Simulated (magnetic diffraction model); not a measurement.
# Which magnetic order? CrAgBiS4

Space group C2/c (no. 15), a = 9.0670 Å, b = 8.9850 Å, c = 20.9130 Å, β = 90.72°.

```
site  atom       x       y       z
  8f    Bi  0.0195  0.3253  0.3657
  8f    Ag  0.1443  0.6957  0.0597
  8f    Cr  0.2456  0.5815  0.2484
  8f     S  0.1780  0.3437  0.3017
  8f     S  0.1007  0.1537  0.1556
  8f     S  0.1111  0.3246  0.4473
  8f     S  0.0883  0.5243  0.1501
```

The compound is invented for this exercise: a known structure type with other elements, its cell scaled to their sizes and not relaxed.

Only Cr is taken to order (form factors of Cr4+); orders and moment sizes are assumed, and not adapted to the symmetry. Radiation: neutrons of λ = 1.594 Å, 3° to 30°; isotropic B of 0.27 Å² (Bi), 0.43 Å² (Ag), 0.42 Å² (Cr) and 0.57 Å² (S). The intensities are simulated: I ∝ L Σ (|F_N|² + |F_M⊥|²) for unpolarised neutrons, with F_M = 2.695 fm/μB × Σ f(s) S exp(2πi Q·r) exp(−B s²) at Q = H ± k (one set where k and −k are equivalent), only the part normal to Q counting and L = 1/(sin²θ cos θ). For collinear order S is the moment m, which repeats by lattice and centring translations R with the sign exp(−2πi k·R). Form factors are spin-only for 3d ions and dipole or tabulated for f ions, scattering lengths are Sears's of 1992, and absorption is left out. A label names one of the reflections at its angle. The strongest nuclear line in the range is 100, and lines under 0.2 are left out.

Above the ordering temperature:

| 2θ (°) | index | I |
| --- | --- | --- |
| 8.74 | (0 0 2) | 4.1 |
| 14.35 | (1 1 0) | 37.5 |
| 14.97 | (1 1 -1) | 100.0 |
| 15.04 | (1 1 1) | 0.4 |
| 17.54 | (0 0 4) | 10.2 |
| 19.41 | (1 1 -3) | 5.1 |
| 19.58 | (1 1 3) | 0.5 |
| 20.25 | (2 0 0) | 2.5 |
| 20.44 | (0 2 0) | 11.4 |
| 20.91 | (0 2 1) | 0.3 |
| 21.99 | (2 0 -2) | 5.3 |
| 22.27 | (0 2 2) | 7.8 |
| 22.63 | (1 1 -4) | 1.2 |
| 22.83 | (1 1 4) | 8.7 |
| 24.37 | (0 2 3) | 2.3 |
| 26.23 | (1 1 -5) | 16.5 |
| 26.45 | (1 1 5) | 16.7 |
| 26.74 | (2 0 -4) | 11.6 |
| 27.05 | (0 2 4) | 3.1 |
| 27.08 | (2 0 4) | 22.0 |
| 28.93 | (2 2 0) | 2.9 |
| 29.23 | (2 2 -1) | 34.2 |
(The table stops after 22 lines; 1 more lie at higher angle.)

Below it (cell unchanged):

```csv
2θ (°),I
7.47,4.6
7.50,1.6
8.74,4.1
9.67,1.3
9.76,3.5
13.03,2.4
13.14,0.7
14.35,37.5
14.97,100.0
15.04,0.4
16.12,0.6
16.17,1.7
16.27,0.2
16.88,0.5
17.00,1.2
17.23,1.4
17.37,0.5
17.39,0.4
17.54,10.2
19.31,0.4
19.41,5.1
19.52,1.2
19.55,0.5
19.58,0.5
20.25,2.5
20.44,11.4
20.91,0.3
20.97,0.9
21.09,0.3
21.69,0.6
21.99,5.3
22.09,0.8
22.27,0.6
22.27,7.8
22.36,0.3
22.63,1.2
```
(The table stops after 36 lines; 25 more lie at higher angle.)

**Question.** Check that the new lines index with k = (1/2 1/2 1/2), then choose among these models:
A. collinear moments along [111], 1.75 μB on Cr; signs + at (0.2456, 0.5815, 0.2484), − at (0.2456, 0.4185, 0.7484), + at (0.7544, 0.5815, 0.2516), − at (0.7544, 0.4185, 0.7516)
B. collinear moments along [010], 1.75 μB on Cr; signs + at (0.2456, 0.5815, 0.2484), − at (0.2456, 0.4185, 0.7484), + at (0.7544, 0.5815, 0.2516), − at (0.7544, 0.4185, 0.7516)
C. collinear moments along [111], 1.75 μB on Cr; signs + at (0.2456, 0.5815, 0.2484), − at (0.2456, 0.4185, 0.7484), − at (0.7544, 0.5815, 0.2516), + at (0.7544, 0.4185, 0.7516)
D. collinear moments along [010], 1.75 μB on Cr; signs + at (0.2456, 0.5815, 0.2484), − at (0.2456, 0.4185, 0.7484), − at (0.7544, 0.5815, 0.2516), + at (0.7544, 0.4185, 0.7516)

The new lines index as (1/2 1/2 -1/2) at 7.47°, (1/2 1/2 1/2) at 7.50°, (1/2 1/2 -3/2) at 9.67° and (1/2 1/2 3/2) at 9.76°, that is as H ± k with k = (1/2 1/2 1/2), one of 2 inequivalent arms of its star (k and −k counted as one), which a powder can't tell apart. Half indices mean that the moments reverse under translations with k·R a half-integer, and the magnetic cell has twice the primitive volume.

Magnetic intensity, observed (below minus above) and for each model:

| 2θ (°) | index | observed | A | B | C | D |
| --- | --- | --- | --- | --- | --- | --- |
| 7.47 | (1/2 1/2 -1/2) | 4.6 | 8.1 | 4.6 | 8.4 | 4.8 |
| 9.76 | (1/2 1/2 3/2) | 3.5 | 0.4 | 3.5 | 0.4 | 3.9 |
| 13.14 | (1/2 1/2 5/2) | 0.7 | <0.2 | 0.7 | <0.2 | 0.8 |
| 16.27 | (1/2 -3/2 1/2) | 0.2 | 2.1 | 0.2 | 2.3 | 0.3 |
| 17.00 | (1/2 1/2 7/2) | 1.2 | <0.2 | 1.2 | <0.2 | 1.5 |
| 17.39 | (-1/2 3/2 3/2) | 0.4 | 1.4 | 0.4 | 1.4 | 0.4 |
| 19.52 | (3/2 -1/2 5/2) | 1.2 | 0.7 | 1.2 | 0.5 | 0.9 |
| 19.55 | (1/2 -3/2 5/2) | 0.5 | 1.2 | 0.5 | 1.4 | 0.6 |

Model B matches.

The structure used: k = (1/2 1/2 1/2), collinear moments along [010], 1.75 μB on Cr; signs + at (0.2456, 0.5815, 0.2484), − at (0.2456, 0.4185, 0.7484), + at (0.7544, 0.5815, 0.2516), − at (0.7544, 0.4185, 0.7516).

[Logs are printed without paths, hosts, clocks, repeated set-up lines and the standing remarks that a program may print on its own settings, such as how far it seeks lower states.]
